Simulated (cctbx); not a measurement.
# What resolution and counting buy: BaRu2N2

Space group I4/mmm (no. 139), a = 3.8790 Å, b = 3.8790 Å, c = 11.6310 Å, α = 90.00°, β = 90.00°, γ = 90.00°.

```csv
atom,mult.,x,y,z,Ueq (Å²)
Ba1,2,0,0,0,0.0040
Ru1,4,1/2,0,1/4,0.0056
N1,4,0,0,0.3475,0.0079
```

This is a model crystal, built by substitution and not relaxed, with assumed displacement parameters.

Five simulated data sets (cctbx; Ag Kα, λ = 0.56087 Å; 1.5 % proportional error) differ in resolution or exposure (noise floor 4 counts in the first three, 8 in the last two). Each is refined with the right model, isotropic at 1.1 Å and anisotropic otherwise. How do the figures of merit and the uncertainties move?

```
d min (Å)  top counts  ⟨I/σ⟩ (unmerged, absences included)  unique  param. (scale apart)   Rint      R1  GooF  largest s.u. xyz (fractional)  s.u. U of N1 (Å²)  largest error (Å)
      1.1       20000                                 17.7      32                     4  0.013  0.0061  0.95                        0.00043             0.0014             0.0045
     0.84       20000                                 15.8      65                     7  0.016  0.0057  1.02                        0.00029             0.0010             0.0035
      0.6       20000                                 12.9     152                     7  0.018  0.0064  0.96                        0.00017             0.0004             0.0002
     0.75         300                                  1.7      88                     7  0.187  0.0480  1.04                        0.00289             0.0097             0.0314
     0.75        3000                                  7.1      88                     7  0.039  0.0152  1.03                        0.00059             0.0020             0.0080
```

The number of reflections grows roughly as 1/d³: 32, 65 and 152 here. R1 follows the noise rather than the truth: at 300 counts it is 0.0480, at 3000 counts 0.0152, while GooF is 1.04 and 1.03: the weights 1/σ² carry the noise. The s.u. of U (U11 where anisotropic) for N1 goes 0.0014, 0.0010, 0.0004 Å² with resolution and 0.0097, 0.0020 Å² with exposure.

Hardware for the 0.6 Å refinement: 0.38 s on 1 thread of Arm Neoverse V2 (shared host), peak memory 0.09 GiB.

[Logs are printed without paths, hosts, clocks, repeated set-up lines and the standing remarks that a program may print on its own settings, such as how far it seeks lower states.]
